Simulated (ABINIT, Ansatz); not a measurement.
Planning a run of ABINIT 10.8.3 on BaTiB2O6 (R-3). The input:

```
acell 3*1.0 Angstrom
rprim 
  2.510250000000 1.449293513209 5.461466666706
  -2.510250000000 1.449293513209 5.461466666706
  0.000000000000 -2.898587026491 5.461466666687
ntypat 4
znucl 56 22 5 8
natom 10
typat 1 2 3 3 4 4 4 4 4 4
xred 
  0.000000000000 0.000000000000 0.000000000000
  0.500000000000 0.500000000000 0.500000000000
  0.765800000000 0.765800000000 0.765800000000
  0.234200000000 0.234200000000 0.234200000000
  0.076700000000 0.577400000000 0.636400000000
  0.636400000000 0.076700000000 0.577400000000
  0.577400000000 0.636400000000 0.076700000000
  0.923300000000 0.422600000000 0.363600000000
  0.363600000000 0.923300000000 0.422600000000
  0.422600000000 0.363600000000 0.923300000000
pp_dirpath "pseudos"
pseudos "Ba.upf, Ti.upf, B.upf, O.upf"
ecut 38
ngkpt 2 2 2
nshiftk 1
shiftk 0 0 0
kptopt 1
chksymbreak 0
istwfk *1
occopt 1
irdwfk 1
optdriver 3
nband 111
ecuteps 4.2
inclvkb 2
awtr 1
symchi 1
gwcalctyp 2
nfreqre 16
freqremax 40 eV
nfreqim 8
spmeth 1
nomegasf 120
indata_prefix "in"
outdata_prefix "out"
tmpdata_prefix "tmp"
```

```sh
OMP_NUM_THREADS=1 mpirun -n 4 abinit run.abi > log
```

Q: How long will it take on 4 MPI ranks of Intel Xeon Platinum 8259CL at 2.50GHz (Skylake/Cascade Lake), shared host, and how much memory?

It took 2 min; on shared hardware allow 59 s to 3.9 min. Peak host memory was 2.6 GiB.

[Paths, hosts, dates, memory and timing lines, banners, echoed tables and standing remarks are left out of the program output.]

[Logs are printed without paths, hosts, clocks, repeated set-up lines and the standing remarks that a program may print on its own settings, such as how far it seeks lower states.]

[Runs of the session that timed out or met a known fault of the program may be left out.]

[Hosts, paths, dates, database ids (printed as entryN), source tags and the programs' standing remarks are cut or masked in the printed files.]

[G0W0 gaps are taken among the corrected bands and points alone; a level outside them can change the order at an edge.]

[Where Ansatz stands beside ABINIT at settings called matched, ABINIT's density can come from a denser mesh and the files from another edition; pairs whose starting gaps differed by over 0.03 eV were left out, so agreement reads better than it is.]
